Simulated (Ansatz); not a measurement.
# A hypothetical structure for ZrCoCl6

Starting from a made-up structure for ZrCoCl6, the aim is the relaxed cell, its shortest contacts and, where a second run follows, its electronic structure.

Method: DFT, PBEsol, plane-wave PAW, files of the set soft_1, scalar-relativistic, ferromagnetic start, cell and ions relaxed at zero pressure; PAW set soft_1, in Ansatz 0.2.0.

### 1. Starting point

The structure is cubic, space group Fm-3m (No. 225). Conventional cell: a = 10.272 Å, b = 10.272 Å, c = 10.272 Å, α = 90.00°, β = 90.00°, γ = 90.00°. Nearest to Zr lie 6 Cl at 2.53 Å. Co has 6 Cl at 2.60 Å nearest. Nearest to Cl lie 1 Zr at 2.53 Å and 1 Co at 2.60 Å. Farther neighbours and most contacts between anions are not listed.

As a file:

```cif
data_structure
_symmetry_space_group_name_H-M 'P 1'
_symmetry_Int_Tables_number 1
_cell_length_a 7.2634
_cell_length_b 7.2634
_cell_length_c 7.2634
_cell_angle_alpha 60.000
_cell_angle_beta 60.000
_cell_angle_gamma 60.000
_cell_volume 270.96
loop_
_atom_site_label
_atom_site_type_symbol
_atom_site_fract_x
_atom_site_fract_y
_atom_site_fract_z
_atom_site_occupancy
Zr1 Zr 0.50000 0.50000 0.50000 1
Co2 Co 0.00000 0.00000 0.00000 1
Cl3 Cl 0.74640 0.74640 0.25360 1
Cl4 Cl 0.25360 0.25360 0.74640 1
Cl5 Cl 0.74640 0.25360 0.74640 1
Cl6 Cl 0.25360 0.74640 0.74640 1
Cl7 Cl 0.25360 0.74640 0.25360 1
Cl8 Cl 0.74640 0.25360 0.25360 1
```

### 2. Relaxation of the guess

The guessed cell has no reason to be at equilibrium. It is relaxed with the atoms, within the space group of the guess.

input.yaml

```yaml
crystal:
  lattice:
    - [0.0, 5.136, 5.136]
    - [5.136, 0.0, 5.136]
    - [5.136, 5.136, 0.0]
  atoms:
    - { symbol: Zr, position: [0.5, 0.5, 0.5] }
    - { symbol: Co, position: [0.0, 0.0, 0.0], spin: 2.0 }
    - { symbol: Cl, position: [0.7464, 0.7464, 0.2536] }
    - { symbol: Cl, position: [0.2536, 0.2536, 0.7464] }
    - { symbol: Cl, position: [0.7464, 0.2536, 0.7464] }
    - { symbol: Cl, position: [0.2536, 0.7464, 0.7464] }
    - { symbol: Cl, position: [0.2536, 0.7464, 0.2536] }
    - { symbol: Cl, position: [0.7464, 0.2536, 0.2536] }
magnetization:
  spin_polarized: true
kpoints:
  mp_grid: { grid: [5, 5, 5] }
scf:
  occupations: { method: fermi_dirac, width: 0.05 }
hamiltonian:
  xc: pbesol
  pseudopotentials: { kind: paw, azcp: { folder: soft_1 }, xc_functional: pbe }
relax:
  f_tol: 0.015
  max_steps: 70
  cell: {}
output:
  forces: true
  stress: true
```

The run is started by

```console
$ ansatz run input.yaml --threads 4 --pin off --max-ram 10240MiB --backend cpu --events-out ev --progress --plain --runs-dir out
```

Numbers of over 12 decimals in the logs are rounded to 6 here.

Output:

```text
Engine: ansatz 0.2.0, aarch64-unknown-linux-gnu
Pseudopotentials: kind: paw
Pseudopotential: Zr, paw, valence charge 12, recommended cutoff 420 eV (normal), soft_1/Zr.paw.azcp
Pseudopotential: Co, paw, valence charge 17, recommended cutoff 420 eV (normal), soft_1/Co.paw.azcp
Pseudopotential: Cl, paw, valence charge 7, recommended cutoff 420 eV (normal), soft_1/Cl.paw.azcp
Functional definition: PBEsol
  exchange = pbesol_x
  correlation = pbesol_c
Crystal: 8 atoms, lattice volume = 270.960 Å³
Basis set: ecut = 420 eV, 5209 PW (Γ), exchange–correlation on 100×100×100 points (8 copies of the dense FFT grid, shifted against one another)
Bands: 45, of which v1, the nominal top of the filled ones, is band 36 counted from 1 (35 counted from 0)
Symmetry: 48 space group operations
Space group: Fm-3m (ITA 225), of the structure as read, at distance tolerance 6.5e-5 Å
Magnetic group: BNS 225.116 (UNI 1618), of the structure as read, at distance tolerance 6.5e-5 Å
k-points: 10 of 125
Non-local potential: Zr, projectors of the file, l = 0: 3, l = 1: 2, l = 2: 2, l = 3: 1
Non-local potential: Co, projectors of the file, l = 0: 3, l = 1: 2, l = 2: 3, l = 3: 1
Non-local potential: Cl, projectors of the file, l = 0: 2, l = 1: 2, l = 2: 1
PAW form: soft (Blöchl's): semilocal exchange-correlation on the pseudo side does not see the compensation charge
PAW frozen core: Zr, regenerated for the run's functional, and the local potential with it (the file was generated under x = pbe(κ = 0.804, μ = 0.219515), c = pbe(β = 0.066725))
PAW frozen core: Co, regenerated for the run's functional, and the local potential with it (the file was generated under x = pbe(κ = 0.804, μ = 0.219515), c = pbe(β = 0.066725))
PAW frozen core: Cl, regenerated for the run's functional, and the local potential with it (the file was generated under x = pbe(κ = 0.804, μ = 0.219515), c = pbe(β = 0.066725))
PAW one-centre angular grid: Zr, 590 points (default); XC on 64 Gauss nodes
PAW one-centre angular grid: Co, 590 points (default); XC on 64 Gauss nodes
PAW one-centre angular grid: Cl, 110 points (default); XC on 64 Gauss nodes
Initial density: superposition of atomic densities (chi_scale 0.1, normalization cell, long waves kept (reshape's long-wave potential 0.01 eV rms))
Starting moments: Σ|m| = 2 μB on 1 of 8 sites
Initial wavefunctions: pseudopotential atomic-orbital guess
Functional: x = pbesol(κ = 0.804, μ = 0.123457), c = pbesol(β = 0.046)
SCF iter   1: F=—  HF=-15597.308453 eV  |F-HF|=—  |Δ(HF+E_count)|=         —  Δρ=7.32e-2 (↑5.82e-2 ↓7.32e-2)  dr2=4.68e1  dr2_m=2.23e-1  M=2.131 μB ∫|m|=2.134 μB  β_m=0.30  ethr=3.10e-3  ⟨swp⟩=9.8  Hψ=4313  notcnv=0
Mixer restart at iter 1: flushing history
preconditioner: auto → none  [metal: Δε(μ)=0.002 eV  Ē_g=7.652 eV  σ=0.050 eV  W_gap=0.01  n_scr=58 (ndim 8)  ℏωp=16.7 eV  f_vac=0.242  D(μ)=17.42/eV (n_scr^D=168)  sad-step TF]
SCF iter   2: F=—  HF=-15595.569655 eV  |F-HF|=—  |Δ(HF+E_count)|=    1.74e0  Δρ=2.01e-2 (↑2.01e-2 ↓1.92e-2)  dr2=2.32e0  dr2_m=6.53e-1  M=2.994 μB ∫|m|=2.999 μB  β_m=0.31  ethr=3.10e-3  ⟨swp⟩=3.0  Hψ=2288  notcnv=0  defer=50
SCF iter   3: F=—  HF=-15594.980593 eV  |F-HF|=—  |Δ(HF+E_count)|=   5.89e-1  Δρ=1.51e-2 (↑1.51e-2 ↓1.34e-2)  dr2=7.53e-1  dr2_m=4.11e-1  M=2.999 μB ∫|m|=3.013 μB  β_m=0.38  ethr=3.10e-3  ⟨swp⟩=3.0  Hψ=1743  notcnv=0  defer=64
SCF iter   4: F=—  HF=-15594.909102 eV  |F-HF|=—  |Δ(HF+E_count)|=   7.15e-2  Δρ=1.88e-2 (↑6.88e-3 ↓1.88e-2)  dr2=7.67e-1  dr2_m=3.52e-1  M=3.000 μB ∫|m|=3.026 μB  β_m=0.41  ethr=1.06e-3  ⟨swp⟩=3.2  Hψ=1711  notcnv=0  defer=54
SCF iter   5: F=—  HF=-15594.928104 eV  |F-HF|=—  |Δ(HF+E_count)|=   1.90e-2  Δρ=1.05e-2 (↑3.23e-3 ↓1.05e-2)  dr2=1.74e-1  dr2_m=1.12e-1  M=3.000 μB ∫|m|=3.036 μB  β_m=0.70  ethr=1.06e-3  ⟨swp⟩=3.0  Hψ=1500  notcnv=0  defer=56
SCF iter   6: F=—  HF=-15594.975178 eV  |F-HF|=—  |Δ(HF+E_count)|=         —  Δρ=1.94e-3 (↑9.98e-4 ↓1.94e-3)  dr2=1.94e-2  dr2_m=7.65e-4  M=3.000 μB ∫|m|=3.042 μB  β_m=0.70  ethr=2.45e-4  ⟨swp⟩=3.0  Hψ=1636  notcnv=0  defer=57
Mixer restart at iter 6: flushing history
SCF iter   7: F=—  HF=-15594.993168 eV  |F-HF|=—  |Δ(HF+E_count)|=   1.80e-2  Δρ=3.54e-3 (↑2.26e-3 ↓3.54e-3)  dr2=1.14e-1  dr2_m=1.25e-3  M=3.000 μB ∫|m|=3.046 μB  β_m=0.39  ethr=2.73e-5  ⟨swp⟩=3.0  Hψ=1989  notcnv=0  defer=57  recentre
SCF iter   8: F=—  HF=-15594.974349 eV  |F-HF|=—  |Δ(HF+E_count)|=   1.88e-2  Δρ=1.10e-3 (↑3.89e-4 ↓1.10e-3)  dr2=5.95e-3  dr2_m=3.90e-4  M=3.000 μB ∫|m|=3.042 μB  β_m=0.43  ethr=2.73e-5  ⟨swp⟩=3.0  Hψ=1886  notcnv=0  defer=57
SCF iter   9: F=—  HF=-15594.974773 eV  |F-HF|=—  |Δ(HF+E_count)|=   4.24e-4  Δρ=4.40e-4 (↑6.78e-5 ↓4.40e-4)  dr2=5.37e-4  dr2_m=9.98e-5  M=3.000 μB ∫|m|=3.042 μB  β_m=0.64  ethr=8.39e-6  ⟨swp⟩=2.1  Hψ=1222  notcnv=0  defer=57
SCF iter  10: F=—  HF=-15594.975217 eV  |F-HF|=—  |Δ(HF+E_count)|=   4.44e-4  Δρ=2.57e-4 (↑2.15e-4 ↓2.57e-4)  dr2=1.27e-3  dr2_m=2.65e-6  M=3.000 μB ∫|m|=3.043 μB  β_m=0.64  ethr=7.56e-7  ⟨swp⟩=2.0  Hψ=1604  notcnv=0  defer=57
SCF iter  11: F=—  HF=-15594.974960 eV  |F-HF|=—  |Δ(HF+E_count)|=   2.56e-4  Δρ=3.10e-5 (↑2.50e-5 ↓3.10e-5)  dr2=1.84e-5  dr2_m=9.26e-8  M=3.000 μB ∫|m|=3.043 μB  β_m=0.75  ethr=7.56e-7  ⟨swp⟩=2.0  Hψ=1329  notcnv=0  defer=57
SCF iter  12: F=—  HF=-15594.974957 eV  |F-HF|=—  |Δ(HF+E_count)|=   3.44e-6  Δρ=1.90e-5 (↑1.90e-5 ↓1.83e-5)  dr2=5.24e-6  dr2_m=4.78e-7  M=3.000 μB ∫|m|=3.043 μB  β_m=0.58  ethr=2.59e-8  ⟨swp⟩=3.0  Hψ=1803  notcnv=0  defer=57
SCF iter  13: F=—  HF=-15594.974956 eV  |F-HF|=—  |Δ(HF+E_count)|=   1.26e-6  Δρ=7.12e-6 (↑7.12e-6 ↓5.83e-6)  dr2=2.96e-7  dr2_m=8.16e-8  M=3.000 μB ∫|m|=3.043 μB  β_m=0.79  ethr=7.38e-9  ⟨swp⟩=2.1  Hψ=1244  notcnv=0  defer=57
SCF iter  14: F=—  HF=-15594.974956 eV  |F-HF|=—  |Δ(HF+E_count)|=   6.59e-8  Δρ=8.89e-7 (↑8.89e-7 ↓6.91e-7)  dr2=2.91e-9  dr2_m=6.27e-10  M=3.000 μB ∫|m|=3.043 μB  β_m=0.72  ethr=4.17e-10  ⟨swp⟩=2.0  Hψ=1350  notcnv=0  defer=57
SCF iter  15: F=-15594.974956 eV  HF=-15594.974956 eV  |F-HF|=2.22e-10  |Δ(HF+E_count)|=   1.51e-9  Δρ=1.76e-7 (↑1.76e-7 ↓1.57e-7)  dr2=3.20e-10  dr2_m=8.14e-12  M=3.000 μB ∫|m|=3.043 μB  ethr=4.10e-12  ⟨swp⟩=1.4  Hψ=2620  notcnv=0
SCF 1 converged in 15 iterations: F = -15594.974956 eV  dr2 = 3.20e-10
  greatest PAW one-centre occupation: 1.003 electrons in one spin orbital (limit 2), on the Co atom at site 1 (counted from 0), in its partial waves of l = 1
[...]
relax step   4: F+E_penalty+E_count = -15595.96207427 eV  Δ(F+E_penalty+E_count) = -1.572e-1 eV  max|allowed force component| = 1.050e-2 eV/Å  Δτ_max = 0.0585 Å  P = -0.240 GPa  Ω = 224.683 Å³  energy of the carried Pulay correction = +2.962e-3 eV  (12 SCF iters, accepted)
[...]
relax step   5: F+E_penalty+E_count = -15595.96312632 eV  Δ(F+E_penalty+E_count) = -1.052e-3 eV  max|allowed force component| = 8.282e-3 eV/Å  Δτ_max = 0.0018 Å  P = +0.030 GPa  Ω = 223.372 Å³  energy of the carried Pulay correction = +3.054e-3 eV  (9 SCF iters, dr2 threshold 1.44e-7 eV, accepted)
Basis set: ecut = 420 eV, 4381 PW (Γ), exchange–correlation on 96×96×96 points (8 copies of the dense FFT grid, shifted against one another)
Initial wavefunctions: pseudopotential atomic-orbital guess (no wavefunctions were taken with the density)
iter 1 solved again at ethr=9.16e-7 eV; its pass at ethr=3.10e-3 eV (dr2=6.50e-4 eV) is discarded
SCF iter   1: F=—  HF=-15595.960076 eV  |F-HF|=—  |Δ(HF+E_count)|=         —  Δρ=1.81e-4 (↑6.44e-5 ↓1.81e-4)  dr2=1.07e-4  dr2_m=1.02e-5  M=3.000 μB ∫|m|=3.060 μB  β_m=0.65  ethr=9.16e-7  ⟨swp⟩=3.2  Hψ=6757  notcnv=0
preconditioner: auto → none  [metal: Δε(μ)=0.005 eV  Ē_g=9.419 eV  σ=0.050 eV  W_gap=0.03  n_scr=26 (ndim 8)  ℏωp=18.4 eV  f_vac=0.221  D(μ)=7.59/eV (n_scr^D=58)]
SCF iter   2: F=—  HF=-15595.959884 eV  |F-HF|=—  |Δ(HF+E_count)|=   1.91e-4  Δρ=1.21e-4 (↑1.21e-4 ↓1.02e-4)  dr2=1.54e-4  dr2_m=3.84e-7  M=3.000 μB ∫|m|=3.060 μB  β_m=0.37  ethr=1.51e-7  ⟨swp⟩=3.3  Hψ=1710  notcnv=0
SCF iter   3: F=—  HF=-15595.959907 eV  |F-HF|=—  |Δ(HF+E_count)|=   2.33e-5  Δρ=4.68e-5 (↑3.63e-5 ↓4.68e-5)  dr2=1.24e-5  dr2_m=1.87e-7  M=3.000 μB ∫|m|=3.060 μB  β_m=0.37  ethr=1.51e-7  ⟨swp⟩=2.1  Hψ=1605  notcnv=0
SCF iter   4: F=—  HF=-15595.959914 eV  |F-HF|=—  |Δ(HF+E_count)|=   6.87e-6  Δρ=2.01e-5 (↑2.01e-5 ↓1.93e-5)  dr2=1.54e-6  dr2_m=3.37e-7  M=3.000 μB ∫|m|=3.060 μB  β_m=0.40  ethr=1.75e-8  ⟨swp⟩=2.4  Hψ=1382  notcnv=0
SCF iter   5: F=—  HF=-15595.959922 eV  |F-HF|=—  |Δ(HF+E_count)|=   7.47e-6  Δρ=2.67e-5 (↑1.14e-5 ↓2.67e-5)  dr2=1.17e-6  dr2_m=5.91e-7  M=3.000 μB ∫|m|=3.060 μB  β_m=0.69  ethr=2.17e-9  ⟨swp⟩=2.2  Hψ=1321  notcnv=0
SCF iter   6: F=—  HF=-15595.959934 eV  |F-HF|=—  |Δ(HF+E_count)|=   1.26e-5  Δρ=1.65e-5 (↑1.65e-5 ↓1.01e-5)  dr2=9.71e-7  dr2_m=2.71e-7  M=3.000 μB ∫|m|=3.060 μB  β_m=0.64  ethr=1.65e-9  ⟨swp⟩=3.1  Hψ=1828  notcnv=0
SCF iter   7: F=—  HF=-15595.959936 eV  |F-HF|=—  |Δ(HF+E_count)|=   1.39e-6  Δρ=2.72e-6 (↑2.72e-6 ↓2.01e-6)  dr2=9.64e-8  dr2_m=1.28e-9  M=3.000 μB ∫|m|=3.060 μB  β_m=0.62  ethr=1.37e-9  ⟨swp⟩=3.1  Hψ=1869  notcnv=0
SCF iter   8: F=—  HF=-15595.959936 eV  |F-HF|=—  |Δ(HF+E_count)|=   5.60e-8  Δρ=1.44e-6 (↑5.62e-7 ↓1.44e-6)  dr2=1.26e-8  dr2_m=5.45e-10  M=3.000 μB ∫|m|=3.060 μB  β_m=0.65  ethr=1.36e-10  ⟨swp⟩=2.3  Hψ=1332  notcnv=0
SCF iter   9: F=—  HF=-15595.959936 eV  |F-HF|=—  |Δ(HF+E_count)|=   2.87e-8  Δρ=3.71e-7 (↑1.33e-7 ↓3.71e-7)  dr2=5.99e-10  dr2_m=4.16e-11  M=3.000 μB ∫|m|=3.060 μB  β_m=0.67  ethr=1.77e-11  ⟨swp⟩=3.0  Hψ=1789  notcnv=0
SCF iter  10: F=—  HF=-15595.959936 eV  |F-HF|=—  |Δ(HF+E_count)|=   1.74e-9  Δρ=5.60e-8 (↑3.13e-8 ↓5.60e-8)  dr2=3.87e-12  dr2_m=3.13e-12  M=3.000 μB ∫|m|=3.060 μB  β_m=0.83  ethr=1.00e-12  ⟨swp⟩=2.9  Hψ=1737  notcnv=0
SCF iter  11: F=-15595.959936 eV  HF=-15595.959936 eV  |F-HF|=2.18e-11  |Δ(HF+E_count)|=  8.00e-11  Δρ=8.45e-8 (↑2.45e-8 ↓8.45e-8)  dr2=2.75e-11  dr2_m=1.92e-12  M=3.000 μB ∫|m|=3.060 μB  ethr=1.00e-12  ⟨swp⟩=4.0  Hψ=3197  notcnv=0
SCF 6 converged in 11 iterations: F = -15595.959936 eV  dr2 = 2.75e-11
  greatest PAW one-centre occupation: 1.002 electrons in one spin orbital (limit 2), on the Co atom at site 1 (counted from 0), in its partial waves of l = 1
relax step   6: F+E_penalty+E_count = -15595.95993593 eV  Δ(F+E_penalty+E_count) = +3.190e-3 eV  max|allowed force component| = 8.067e-3 eV/Å  Δτ_max = 0.0000 Å  P = +0.029 GPa  Ω = 223.372 Å³  stress off target by 2.88e-2 GPa  SCF on the basis re-selected at this cell (its energy is not comparable with the rows above)  (11 SCF iters)
basis re-selected at this cell: Δ(F+E_penalty+E_count) = +3.190e-3 eV, ΔP = -0.001 GPa vs the last step (what re-selecting the basis moved, of the pressure what is left beyond the Pulay correction that the steps carried, after the strain that the cell walked since its last selection, with what the two solves' SCF thresholds leave and, on support functions, any second-order correction that the steps lacked; it is no measure of the basis error at this ecutwfc). The dense FFT grid was sized anew with the basis: this SCF ran on 48×48×48 points, the steps before it on 50×50×50, so part of this shift can come from that change (see relax.cell in the input reference). [rest of the remark cut]
SCF converged after 11 iterations
Magnetization: 3.0000 μB (37.0000 up, 34.0000 down)
Absolute magnetization: 3.0605 μB (∫|ρ↑−ρ↓|, with the PAW one-centre terms)
Spin contamination: 0.0197 ħ² per cell (⟨S²⟩ above its minimum at these occupations)
Per-site moments (μB) at R_I (Å): [(0.038176, 1.008902), (2.420406, 0.977605), (0.064479, 0.977605), (0.064479, 0.977605), (0.064479, 0.977605), (0.064479, 0.977605), (0.064479, 0.977605), (0.064479, 0.977605)]
Free energy (F): -15595.959936 eV
Harris-Foulkes:  -15595.959936 eV  (|F-HF|=2.18e-11)
Internal energy: -15595.901729 eV  (E = F + TS)
E sigma→0 (E₀):  -15595.930832 eV
Entropy (-TS):   -0.058207 eV (-7.276 meV/atom)
Fermi energy:    2.611124 eV
--- Per-component energies (eV) ---
  E_band       = -912.876666
  E_kinetic    = 1517.505300
  E_local      = -8342.489328  (includes V_loc(G=0)·N_el)
  E_nonlocal   = 705.428762
  E_hartree    = 3435.323577
  E_xc         = -878.858627
  E_vxc        = -990.559871  (∫ρ·V_xc dr)
  E_paw        = -8302.003469  (= ΣΔE_a)
  E_vpaw       = -673.409770  (= ΣTr[D̂ρ^β])
  E_aug_tail   = 0.000644  (compensation charges beyond the density's cutoff)
  E_ewald      = -3731.633320
  E_core_change = 0.824734  (= ΣΔE_core)
  E_smearing   = -0.058207  (= −TS)
  E_closure    = -0.000000  (closes the sum)
  Σ components = -15595.959936   (vs F -15595.959936, Δ=0.00e0)
--- Forces (eV/Å), atoms counted from 1 ---
  atom   1  Zr     0.00000000    -0.00000000    -0.00000000
  atom   2  Co    -0.00000000     0.00000000     0.00000000
  atom   3  Cl     0.00000000     0.00000000     0.00806702
  atom   4  Cl    -0.00000000    -0.00000000    -0.00806702
  atom   5  Cl     0.00000000     0.00806702     0.00000000
  atom   6  Cl     0.00806702     0.00000000     0.00000000
  atom   7  Cl    -0.00000000    -0.00806702    -0.00000000
  atom   8  Cl    -0.00806702    -0.00000000    -0.00000000
  max |Σ_I F_I| component: 8.67e-18 eV/Å
--- Stress (GPa, compression-positive) ---
        0.028843      -0.000000      -0.000000
       -0.000000       0.028843      -0.000000
       -0.000000      -0.000000       0.028843
  P = ⅓ Tr σ = 0.0288 GPa (0.288 kbar)
--- Relaxed structure (5 steps of the walk, 4 accepted, 1 SCFs on fresh bases) ---
  F+E_penalty+E_count = -15595.95993593 eV   max|allowed force component| = 8.067e-3 eV/Å   (the final SCF, on the basis selected at the relaxed cell)
  cell:  # Å, volume = 223.3719 Å³
    - [0, 4.815775, 4.815775]
    - [4.815775, 0, 4.815775]
    - [4.815775, 4.815775, 0]
  atoms:
    - { symbol: Zr, position: [0.5, 0.5, 0.5] }
    - { symbol: Co, position: [0, 0, 0] }
    - { symbol: Cl, position: [0.753939, 0.753939, 0.246061] }
    - { symbol: Cl, position: [0.246061, 0.246061, 0.753939] }
    - { symbol: Cl, position: [0.753939, 0.246061, 0.753939] }
    - { symbol: Cl, position: [0.246061, 0.753939, 0.753939] }
    - { symbol: Cl, position: [0.246061, 0.753939, 0.246061] }
    - { symbol: Cl, position: [0.753939, 0.246061, 0.246061] }
```

Run time: 21 s. Hardware: 4 threads of Arm Neoverse V2, shared host; peak memory 0.78 GiB; 79 s of CPU time.

The steps of the relaxation:

| step | energy less that of the first step (eV) | largest force component (eV/Å) | pressure (GPa) | volume (Å³) |
| --- | --- | --- | --- | --- |
| 1 | 0.0000 | 0.0136 | -5.36 | 270.96 |
| 2 | -0.8299 | 0.7469 | -0.67 | 233.23 |
| 3 | -0.7296 | 0.9902 | 2.59 | 210.61 |
| 4 | -0.9871 | 0.0105 | -0.24 | 224.68 |
| 5 | -0.9882 | 0.0083 | 0.03 | 223.37 |
| 6* | -0.9850 | 0.0081 | 0.03 | 223.37 |

Relaxation steps marked * repeat the geometry before them on a plane-wave basis chosen anew for their cell, so energy and pressure can jump there. Relaxation step 3 was tried and not accepted.

The run keeps the 48 symmetry operations that it works with, so distortions that break them were not tested.

| conventional cell, symmetrised | before | after | change |
| --- | --- | --- | --- |
| a (Å) | 10.272 | 9.632 | -6.2 % |
| b (Å) | 10.272 | 9.632 | -6.2 % |
| c (Å) | 10.272 | 9.632 | -6.2 % |
| volume (Å³/atom) | 33.87 | 27.92 | -17.6 % |

The atoms that moved most (Å, as changes of fractional coordinates times the final cell):

| atom | dx | dy | dz | length |
| --- | --- | --- | --- | --- |
| Cl7 | 0.000 | -0.073 | 0.000 | 0.073 |
| Cl8 | -0.073 | 0.000 | 0.000 | 0.073 |
| Cl4 | 0.000 | 0.000 | -0.073 | 0.073 |
| Cl3 | 0.000 | 0.000 | 0.073 | 0.073 |
| Cl6 | 0.073 | 0.000 | 0.000 | 0.073 |
| Cl5 | 0.000 | 0.073 | 0.000 | 0.073 |

Final coordinates:

```xyz
8
Lattice="0.0000 4.8158 4.8158 4.8158 0.0000 4.8158 4.8158 4.8158 0.0000" Properties=species:S:1:pos:R:3 pbc="T T T"
Zr    4.8158    4.8158    4.8158
Co    0.0000    0.0000    0.0000
Cl    4.8158    4.8158    7.2616
Cl    4.8158    4.8158    2.3700
Cl    4.8158    7.2616    4.8158
Cl    7.2616    4.8158    4.8158
Cl    4.8158    2.3700    4.8158
Cl    2.3700    4.8158    4.8158
```

Numbers from this step:

```yaml
free_energy: -15595.9599 eV
energy_at_zero_smearing: -15595.9308 eV
smearing_term_ts: 0.05821 eV
fermi_energy: 2.611 eV
magnetization: 3.000 μB
absolute_magnetization: 3.061 μB
site_moments: 0.03818, 2.420, 0.06448, 0.06448, 0.06448, 0.06448, 0.06448, 0.06448 μB
electrons: 71
symmetry_operations: 48
pressure: 0.02884 GPa
```

Site moment by atom:

| atom | site moment (μB) |
| --- | --- |
| Zr1 | 0.04 |
| Co2 | 2.42 |
| Cl3 | 0.06 |
| Cl4 | 0.06 |
| Cl5 | 0.06 |
| Cl6 | 0.06 |
| Cl7 | 0.06 |
| Cl8 | 0.06 |

The shortest distance of each pair, which need not be the same contact before and after:

| pair | guess (Å) | relaxed (Å) |
| --- | --- | --- |
| Cl–Co | 2.605 | 2.370 |
| Cl–Zr | 2.531 | 2.446 |
| Cl–Cl | 3.579 | 3.352 |
| Co–Zr | 5.136 | 4.816 |

The relaxation ends with a largest force component of 0.0081 eV/Å and a pressure of 0.03 GPa.

### 3. What came out

```yaml
space_group_relaxed: Fm-3m
conventional_cell: a = 9.632, b = 9.632, c = 9.632 Å; α = 90.0°, β = 90.0°, γ = 90.0°
volume_per_atom: 27.92 Å³ (guess 33.87)
total_moment: 3.00 μB in the cell of 8 atoms
```

In words: ZrCoCl6 relaxes to Fm-3m with a = 9.632, b = 9.632 and c = 9.632 Å. The guessed volume was 21 % too large. The space group Fm-3m was held in the relaxation, so the end point is a stationary structure within it and may be a saddle against distortions or other arrangements. The input starts from parallel moments, and no other start was typed. Mesh and cutoff weren't tested. No dispersion term is used, so weakly bound directions may come out too long. Nothing here tests whether the compound is stable against decomposition.

[Logs are printed without paths, hosts, clocks, repeated set-up lines and the standing remarks that a program may print on its own settings, such as how far it seeks lower states.]

[Hosts, paths, dates, database ids (printed as entryN), source tags and the programs' standing remarks are cut or masked in the printed files.]
